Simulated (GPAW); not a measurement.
# A Pb chain with an H atom on top of one atom: converging a transmission

Aim: the cheapest settings that leave the conductance of a Pb chain with an H atom on top of one atom unchanged.

Main program and level: GPAW 26.7.0; GPAW LCAO, PAW setups; Landauer transmission from Green's functions with principal layers (ASE), zero bias.

### Step 1. Set-up

The cell holds 12 atoms: 11 Pb and 1 H. Its edges and angles: a = 9.000 Å, b = 9.000 Å, c = 31.900 Å, α = 90.0°, β = 90.0°, γ = 90.0°. Regions: left lead, 5 atoms (5 Pb); channel, 2 atoms (1 Pb and 1 H); right lead, 5 atoms (5 Pb). Vacuum lies along a and b. The structure is stacked along c, and the current runs across the ab planes.

### Step 2. The reference run

All settings start at ordinary values; they are then varied in turn, with meshes following the cell where its length changes.

run.py

```python
import json
import numpy as np
from ase import Atoms
from ase.transport.calculators import TransportCalculator
from gpaw import GPAW, FermiDirac
from gpaw.lcao.tools import get_lcao_hamiltonian
from scipy.linalg import eigh

# The junction with lead layers at both ends, along the third cell vector
device = Atoms(
    ['Pb', 'Pb', 'Pb', 'Pb', 'Pb', 'Pb', 'H', 'Pb', 'Pb', 'Pb', 'Pb', 'Pb'],
    positions=[
        [4.50000, 4.50000, 1.45000],
        [4.50000, 4.50000, 4.35000],
        [4.50000, 4.50000, 7.25000],
        [4.50000, 4.50000, 10.15000],
        [4.50000, 4.50000, 13.05000],
        [4.50000, 4.50000, 15.95000],
        [6.09830, 4.50000, 15.95000],
        [4.50000, 4.50000, 18.85000],
        [4.50000, 4.50000, 21.75000],
        [4.50000, 4.50000, 24.65000],
        [4.50000, 4.50000, 27.55000],
        [4.50000, 4.50000, 30.45000]],
    cell=[[9.0, 0.0, 0.0], [0.0, 9.0, 0.0], [0.0, 0.0, 31.9]],
    pbc=True)

# One principal layer of the lead: the first 3 atoms of the device
lead = Atoms(
    ['Pb', 'Pb', 'Pb'],
    positions=[
        [4.50000, 4.50000, 1.45000],
        [4.50000, 4.50000, 4.35000],
        [4.50000, 4.50000, 7.25000]],
    cell=[[9.0, 0.0, 0.0], [0.0, 9.0, 0.0], [0.0, 0.0, 8.7]],
    pbc=True)

settings = dict(mode='lcao', basis='szp(dzp)', xc='LDA', h=0.2,
                occupations=FermiDirac(0.1), maxiter=250,
                mixer=dict(beta=0.1, nmaxold=8, weight=100.0),
                convergence=dict(density=0.0001))
energies = np.arange(-3, 3 + 1e-9, 0.075)
eta = 0.0001
n1, n2 = 1, 1
# k and -k transmit alike, so half of the mesh across the current serves
mesh = [(i, j) for i in range(n1) for j in range(n2) if (i, j) <= (-i % n1, -j % n2)]
weights = np.array([1 if (i, j) == (-i % n1, -j % n2) else 2 for i, j in mesh]) / (n1 * n2)

# [... helper functions left out ...]
fermi_lead = ground_state(lead, (1, 1, 13), 'lead.txt')
fermi_device = ground_state(device, (1, 1, 3), 'device.txt')
# [... loop over the mesh left out, but for ...]
        # Shift the lead onto the potential of the device's first layer
        shift = ((H[:, 0, 0] - H0[:, 0, 0]) / S0[0, 0]).real.mean()
# [...]
kT = 8.617333e-5 * 300
bias = [0.1, 0.2, 0.5, 1.0, 1.5, 2.0]
# [... integrals and printing left out ...]
```

Run with:

```
$ OMP_NUM_THREADS=1 OPENBLAS_NUM_THREADS=2 python run.py
```

What it wrote:

```text
basis functions: device 158, principal layer 42
Fermi level: lead -3.0332 eV, device -3.0412 eV; lead shifted by 0.0192 eV
largest coupling past the next layer 2.82e-08 eV, largest misfit of the first layer 0.026 eV
  E-E_F (eV)   T (one spin)  [channel counts left out]
    -3.000    3.6818e-12
    -2.925    6.6079e-12
    -2.850    1.2695e-11
    -2.775    2.6327e-11
    -2.700    5.8809e-11
    -2.625    1.2977e-10
    -2.550    3.8067e-11
    -2.475    2.3074e-07
    -2.400    1.5114e-05
    -2.325    8.9894e-01
    -2.250    9.1811e-01
    -2.175    9.3212e-01
    -2.100    9.4324e-01
    -2.025    9.5216e-01
    -1.950    9.5939e-01
    -1.875    9.6534e-01
[...]
2.475    2.0314e+00
     2.550    2.0227e+00
     2.625    2.0120e+00
     2.700    1.9953e+00
     2.775    1.9518e+00
     2.850    1.6044e+00
     2.925    9.9949e-01
     3.000    9.9946e-01
conductance at 300 K: 2.2168 G0 a cell; thermopower -0.0409 uV/K
current from the zero-bias T(E) at 0.1 V: 17.172 uA
current from the zero-bias T(E) at 0.2 V: 34.324 uA
current from the zero-bias T(E) at 0.5 V: 85.437 uA
current from the zero-bias T(E) at 1.0 V: 168.43 uA
current from the zero-bias T(E) at 1.5 V: 239.94 uA
current from the zero-bias T(E) at 2.0 V: 300.63 uA
```

Wall time 42 s (2 threads of Intel Xeon 6975P-C (Granite Rapids), shared host); peak memory 1.1 GiB.

Numbers from this step:

```yaml
conductance: 2.217 G₀
largest_coupling_past_the_next_principal_layer: 2.82e-8 eV
largest_misfit_of_the_first_principal_layer: 0.02575 eV
shift_that_aligns_the_lead: 0.01916 eV
basis_functions_of_the_junction: 158
basis_functions_of_a_principal_layer: 42
transmission_at_the_fermi_level_one_spin: 2.218
```

One spin. Table of transmission, zone mean by energy, zero at the Fermi level:

energy (eV), transmission, zone mean and a bar:
```
    -3.00       0.00 
    -2.85       0.00 
    -2.70       0.00 
    -2.55       0.00 
    -2.33       0.90 ############
    -2.17       0.93 #############
    -2.02       0.95 #############
    -1.88       0.97 #############
    -1.73       0.97 #############
    -1.57       0.98 #############
    -1.35       0.99 #############
    -1.20       0.99 #############
    -1.05       0.99 #############
    -0.90       1.00 #############
    -0.75       1.00 #############
    -0.60       2.00 ###########################
    -0.38       2.11 ############################
    -0.23       2.18 ##############################
    -0.07       2.21 ##############################
     0.00       2.22 ##############################
     0.07       2.22 ##############################
     0.23       2.20 ##############################
     0.38       2.18 #############################
     0.60       2.15 #############################
     0.75       2.14 #############################
     0.90       2.14 #############################
     1.05       2.13 #############################
     1.20       2.12 #############################
     1.35       2.12 #############################
     1.57       2.10 ############################
     1.73       2.09 ############################
     1.88       2.08 ############################
     2.02       2.07 ############################
     2.17       2.06 ############################
     2.33       2.05 ############################
     2.55       2.02 ###########################
     2.70       2.00 ###########################
     2.85       1.60 ######################
     3.00       1.00 ##############
```

Not self-consistent under bias; the bias window is split evenly. The current through one cell, from the zero-bias transmission by bias:

| bias (V) | current through one cell, from the zero-bias transmission (μA) |
| --- | --- |
| 0.100 | 17.2 |
| 0.200 | 34.3 |
| 0.500 | 85.4 |
| 1.000 | 168 |
| 1.500 | 240 |
| 2.000 | 301 |

Couplings past the next layer reach 2.8e-8 eV, small enough to drop; the matrix elements of the cell's first layer differ from the bulk lead's by up to 0.026 eV. That layer keeps its own values in the calculation, and only beyond it is the lead taken as perfect. The Fermi levels of lead and junction count from different zeros of potential, one for each periodic cell; with both set to zero, the small remaining shift is what aligns them. Without spin-orbit coupling, which is large for these atoms, channel counts and T are those of the scalar-relativistic bands. By hand: G = 2.217 × 77.48 μS = 172 μS, a resistance of 5.82 kΩ; at 0.1 V a linear junction would pass 17.2 μA, and the integral over the bias window gives 17.2 μA.

### Step 3. Density threshold: conv = 0.1

The Hamiltonian is taken from the last density. The density threshold is one of the tests that end the cycle; the energy must settle too, so a loose value may not be the test that decides.

run.py: that of step 2 with these lines changed.

```diff
@@ -40,3 +40,3 @@
                 mixer=dict(beta=0.1, nmaxold=8, weight=100.0),
-                convergence=dict(density=0.0001))
+                convergence=dict(density=0.1))
 energies = np.arange(-3, 3 + 1e-9, 0.075)
```

What it wrote:

```text
basis functions: device 158, principal layer 42
Fermi level: lead -3.0319 eV, device -3.0393 eV; lead shifted by 0.0101 eV
largest coupling past the next layer 2.82e-08 eV, largest misfit of the first layer 0.040 eV
  E-E_F (eV)   T (one spin)  channels
    -3.000    3.7741e-12    0.0000
    -2.925    6.8239e-12    0.0000
    -2.850    1.3256e-11    0.0000
    -2.775    2.8002e-11    0.0000
    -2.700    6.4910e-11    0.0000
    -2.625    1.5959e-10    0.0000
    -2.550    2.0800e-10    0.0000
    -2.475    3.8850e-06    0.0000
    -2.400    1.4070e-04    0.0000
    -2.325    9.2583e-01    1.0000
    -2.250    9.2849e-01    1.0000
    -2.175    9.3607e-01    1.0000
    -2.100    9.4395e-01    1.0000
    -2.025    9.5122e-01    1.0000
    -1.950    9.5772e-01    1.0000
    -1.875    9.6348e-01    1.0000
[...]
2.475    2.0306e+00    3.0000
     2.550    2.0221e+00    3.0000
     2.625    2.0127e+00    3.0000
     2.700    2.0004e+00    3.0000
     2.775    1.9763e+00    3.0000
     2.850    1.6524e+00    3.0000
     2.925    9.9948e-01    1.0000
     3.000    9.9945e-01    1.0000
conductance at 300 K: 2.2047 G0 a cell; thermopower -0.4083 uV/K
current from the zero-bias T(E) at 0.1 V: 17.078 uA
current from the zero-bias T(E) at 0.2 V: 34.14 uA
current from the zero-bias T(E) at 0.5 V: 85.093 uA
current from the zero-bias T(E) at 1.0 V: 168.3 uA
current from the zero-bias T(E) at 1.5 V: 239.81 uA
current from the zero-bias T(E) at 2.0 V: 300.48 uA
```

Run time: 24 s. Hardware: 2 threads; peak memory 1.1 GiB.

This step gave:

```yaml
conductance: 2.205 G₀
largest_misfit_of_the_first_principal_layer: 0.03953 eV
shift_that_aligns_the_lead: 0.01007 eV
transmission_at_the_fermi_level_one_spin: 2.207
open_channels_of_the_lead_at_the_fermi_level_one_spin: 3
```

One spin. Transmission, zone mean against energy, zero at the Fermi level:

energy (eV), transmission, zone mean and a bar:
```
    -3.00       0.00 
    -2.85       0.00 
    -2.70       0.00 
    -2.55       0.00 
    -2.33       0.93 #############
    -2.17       0.94 #############
    -2.02       0.95 #############
    -1.88       0.96 #############
    -1.73       0.97 #############
    -1.57       0.98 #############
    -1.35       0.99 #############
    -1.20       0.99 #############
    -1.05       0.99 #############
    -0.90       1.00 ##############
    -0.75       1.00 ##############
    -0.60       2.00 ###########################
    -0.38       2.12 #############################
    -0.23       2.17 #############################
    -0.07       2.19 ##############################
     0.00       2.21 ##############################
     0.07       2.21 ##############################
     0.23       2.21 ##############################
     0.38       2.18 ##############################
     0.60       2.15 #############################
     0.75       2.14 #############################
     0.90       2.13 #############################
     1.05       2.13 #############################
     1.20       2.13 #############################
     1.35       2.12 #############################
     1.57       2.11 #############################
     1.73       2.10 ############################
     1.88       2.09 ############################
     2.02       2.07 ############################
     2.17       2.06 ############################
     2.33       2.05 ############################
     2.55       2.02 ###########################
     2.70       2.00 ###########################
     2.85       1.65 ######################
     3.00       1.00 ##############
```

Crossings of the lead's bands, unfolded to its shortest repeat. The open channels, zone mean by energy, zero at the Fermi level:

| energy (eV) | open channels, zone mean |
| --- | --- |
| -3.00 | 0 |
| -2.77 | 0 |
| -2.55 | 0 |
| -2.40 | 0 |
| -2.17 | 1 |
| -1.95 | 1 |
| -1.73 | 1 |
| -1.57 | 1 |
| -1.35 | 1 |
| -1.12 | 1 |
| -0.90 | 1 |
| -0.75 | 1 |
| -0.53 | 3 |
| -0.30 | 3 |
| -0.07 | 3 |
| 0.00 | 3 |
| 0.07 | 3 |
| 0.30 | 3 |
| 0.53 | 3 |
| 0.75 | 3 |
| 0.90 | 3 |
| 1.12 | 3 |
| 1.35 | 3 |
| 1.57 | 3 |
| 1.73 | 3 |
| 1.95 | 3 |
| 2.17 | 3 |
| 2.40 | 3 |
| 2.55 | 3 |
| 2.77 | 3 |
| 3.00 | 1 |

Not self-consistent under bias; the bias window is split evenly. Current through one cell, from the zero-bias transmission against bias:

| bias (V) | current through one cell, from the zero-bias transmission (μA) |
| --- | --- |
| 0.100 | 17.1 |
| 0.200 | 34.1 |
| 0.500 | 85.1 |
| 1.000 | 168 |
| 1.500 | 240 |
| 2.000 | 300 |

The conductance, 2.20 G₀, lies 0.5 % below that of the base run.

### Step 4. Density threshold: conv = 0.01

run.py: that of step 3 with these lines changed.

```diff
@@ -40,3 +40,3 @@
                 mixer=dict(beta=0.1, nmaxold=8, weight=100.0),
-                convergence=dict(density=0.1))
+                convergence=dict(density=0.01))
 energies = np.arange(-3, 3 + 1e-9, 0.075)
```

What it wrote:

```text
basis functions: device 158, principal layer 42
Fermi level: lead -3.0319 eV, device -3.0393 eV; lead shifted by 0.0101 eV
largest coupling past the next layer 2.82e-08 eV, largest misfit of the first layer 0.040 eV
  E-E_F (eV)   T (one spin)  channels
    -3.000    3.7741e-12    0.0000
    -2.925    6.8239e-12    0.0000
    -2.850    1.3256e-11    0.0000
    -2.775    2.8002e-11    0.0000
    -2.700    6.4910e-11    0.0000
    -2.625    1.5959e-10    0.0000
    -2.550    2.0800e-10    0.0000
    -2.475    3.8850e-06    0.0000
    -2.400    1.4070e-04    0.0000
    -2.325    9.2583e-01    1.0000
    -2.250    9.2849e-01    1.0000
    -2.175    9.3607e-01    1.0000
    -2.100    9.4395e-01    1.0000
    -2.025    9.5122e-01    1.0000
    -1.950    9.5772e-01    1.0000
    -1.875    9.6348e-01    1.0000
[...]
2.475    2.0306e+00    3.0000
     2.550    2.0221e+00    3.0000
     2.625    2.0127e+00    3.0000
     2.700    2.0004e+00    3.0000
     2.775    1.9763e+00    3.0000
     2.850    1.6524e+00    3.0000
     2.925    9.9948e-01    1.0000
     3.000    9.9945e-01    1.0000
conductance at 300 K: 2.2047 G0 a cell; thermopower -0.4083 uV/K
current from the zero-bias T(E) at 0.1 V: 17.078 uA
current from the zero-bias T(E) at 0.2 V: 34.14 uA
current from the zero-bias T(E) at 0.5 V: 85.093 uA
current from the zero-bias T(E) at 1.0 V: 168.3 uA
current from the zero-bias T(E) at 1.5 V: 239.81 uA
current from the zero-bias T(E) at 2.0 V: 300.48 uA
```

Run time: 23 s. Hardware: 2 threads; peak memory 1.1 GiB.

One spin. Transmission, zone mean against energy, zero at the Fermi level:

| energy (eV) | transmission, zone mean |
| --- | --- |
| -3.0000 | 3.8e-12 |
| -2.7750 | 2.8e-11 |
| -2.4750 | 3.9e-6 |
| -2.2500 | 0.928 |
| -2.0250 | 0.951 |
| -1.7250 | 0.973 |
| -1.5000 | 0.983 |
| -1.2750 | 0.990 |
| -0.9750 | 0.995 |
| -0.7500 | 0.998 |
| -0.5250 | 2.05 |
| -0.2250 | 2.17 |
| 0.0000 | 2.21 |
| 0.0750 | 2.21 |
| 0.2250 | 2.21 |
| 0.5250 | 2.15 |
| 0.7500 | 2.14 |
| 0.9750 | 2.13 |
| 1.2750 | 2.12 |
| 1.5000 | 2.11 |
| 1.7250 | 2.10 |
| 2.0250 | 2.07 |
| 2.2500 | 2.05 |
| 2.4750 | 2.03 |
| 2.7750 | 1.98 |
| 3.0000 | 0.999 |

Crossings of the lead's bands, unfolded to its shortest repeat. The open channels, zone mean by energy, zero at the Fermi level:

| energy (eV) | open channels, zone mean |
| --- | --- |
| -2.4750 | 0 |
| -2.2500 | 1 |
| -2.0250 | 1 |
| -1.7250 | 1 |
| -1.5000 | 1 |
| -1.2750 | 1 |
| -0.9750 | 1 |
| -0.7500 | 1 |
| -0.5250 | 3 |
| -0.2250 | 3 |
| 0.0000 | 3 |
| 0.2250 | 3 |
| 0.5250 | 3 |
| 0.7500 | 3 |
| 0.9750 | 3 |
| 1.2750 | 3 |
| 1.5000 | 3 |
| 1.7250 | 3 |
| 2.0250 | 3 |
| 2.2500 | 3 |
| 2.4750 | 3 |
| 2.7750 | 3 |
| 3.0000 | 1 |

Not self-consistent under bias; the bias window is split evenly. Current through one cell, from the zero-bias transmission against bias:

| bias (V) | current through one cell, from the zero-bias transmission (μA) |
| --- | --- |
| 0.100 | 17.1 |
| 0.200 | 34.1 |
| 0.500 | 85.1 |
| 1.000 | 168 |
| 1.500 | 240 |
| 2.000 | 300 |

The conductance, 2.20 G₀, lies 0.5 % below that of the base run.

### Step 5. Varying the density threshold: conv = 0.001

run.py: that of step 4 with these lines changed.

```diff
@@ -40,3 +40,3 @@
                 mixer=dict(beta=0.1, nmaxold=8, weight=100.0),
-                convergence=dict(density=0.01))
+                convergence=dict(density=0.001))
 energies = np.arange(-3, 3 + 1e-9, 0.075)
```

What it wrote:

```text
basis functions: device 158, principal layer 42
Fermi level: lead -3.0328 eV, device -3.0404 eV; lead shifted by 0.0269 eV
largest coupling past the next layer 2.82e-08 eV, largest misfit of the first layer 0.031 eV
  E-E_F (eV)   T (one spin)  channels
    -3.000    3.5879e-12    0.0000
    -2.925    6.4063e-12    0.0000
    -2.850    1.2218e-11    0.0000
[...]
2.925    9.9949e-01    1.0000
     3.000    9.9947e-01    1.0000
conductance at 300 K: 2.2291 G0 a cell; thermopower 0.4807 uV/K
current from the zero-bias T(E) at 0.1 V: 17.271 uA
current from the zero-bias T(E) at 0.2 V: 34.517 uA
current from the zero-bias T(E) at 0.5 V: 85.713 uA
current from the zero-bias T(E) at 1.0 V: 168.74 uA
current from the zero-bias T(E) at 1.5 V: 239.18 uA
current from the zero-bias T(E) at 2.0 V: 298.75 uA
```

Elapsed: 25 s, on 2 threads; peak memory 1.1 GiB.

One spin. Transmission, zone mean against energy, zero at the Fermi level:

| energy (eV) | transmission, zone mean |
| --- | --- |
| -3.00 | 3.6e-12 |
| -2.77 | 2.5e-11 |
| -2.55 | 6.2e-12 |
| -2.40 | 5.0e-6 |
| -2.17 | 0.922 |
| -1.95 | 0.957 |
| -1.73 | 0.974 |
| -1.57 | 0.981 |
| -1.35 | 0.988 |
| -1.12 | 0.992 |
| -0.90 | 0.995 |
| -0.75 | 0.997 |
| -0.53 | 2.04 |
| -0.30 | 2.15 |
| -0.07 | 2.25 |
| 0.00 | 2.23 |
| 0.07 | 2.22 |
| 0.30 | 2.19 |
| 0.53 | 2.16 |
| 0.75 | 1.76 |
| 0.82 | 2.14 |
| 0.90 | 2.14 |
| 1.12 | 2.13 |
| 1.35 | 2.11 |
| 1.57 | 2.10 |
| 1.73 | 2.09 |
| 1.95 | 2.08 |
| 2.17 | 2.06 |
| 2.40 | 2.04 |
| 2.55 | 2.02 |
| 2.77 | 1.92 |
| 3.00 | 0.999 |

The conductance, 2.23 G₀, lies 0.6 % above that of the base run.

### Step 6. Density threshold: conv = 1e-06

run.py: that of step 5 with these lines changed.

```diff
@@ -40,3 +40,3 @@
                 mixer=dict(beta=0.1, nmaxold=8, weight=100.0),
-                convergence=dict(density=0.001))
+                convergence=dict(density=1e-06))
 energies = np.arange(-3, 3 + 1e-9, 0.075)
```

What it wrote:

```text
basis functions: device 158, principal layer 42
Fermi level: lead -3.0332 eV, device -3.0412 eV; lead shifted by 0.0193 eV
largest coupling past the next layer 2.82e-08 eV, largest misfit of the first layer 0.026 eV
  E-E_F (eV)   T (one spin)  [channel counts left out]
    -3.000    3.6807e-12
    -2.925    6.6056e-12
    -2.850    1.2690e-11
[...]
2.925    9.9949e-01
     3.000    9.9946e-01
conductance at 300 K: 2.2169 G0 a cell; thermopower -0.04306 uV/K
current from the zero-bias T(E) at 0.1 V: 17.173 uA
current from the zero-bias T(E) at 0.2 V: 34.325 uA
current from the zero-bias T(E) at 0.5 V: 85.439 uA
current from the zero-bias T(E) at 1.0 V: 168.43 uA
current from the zero-bias T(E) at 1.5 V: 239.94 uA
current from the zero-bias T(E) at 2.0 V: 300.63 uA
```

Wall time 36 s (2 threads); peak memory 1.1 GiB.

The conductance equals that of the base run to 0.2 %.

### Step 7. Convergence in the density threshold

The runs and the base run on one axis.

This step: convergence of the conductance (GPAW 26.7.0).

Conductance against log10 of the density threshold:

| log10 of the density threshold | conductance (G₀) |
| --- | --- |
| -6.00 | 2.22 |
| -4.00 | 2.22 |
| -3.00 | 2.23 |
| -2.00 | 2.20 |
| -1.00 | 2.20 |

[end of part 1 of 4]

[Logs are printed without paths, hosts, clocks, repeated set-up lines and the standing remarks that a program may print on its own settings, such as how far it seeks lower states.]

[Hosts, paths, dates, database ids (printed as entryN), source tags and the programs' standing remarks are cut or masked in the printed files.]
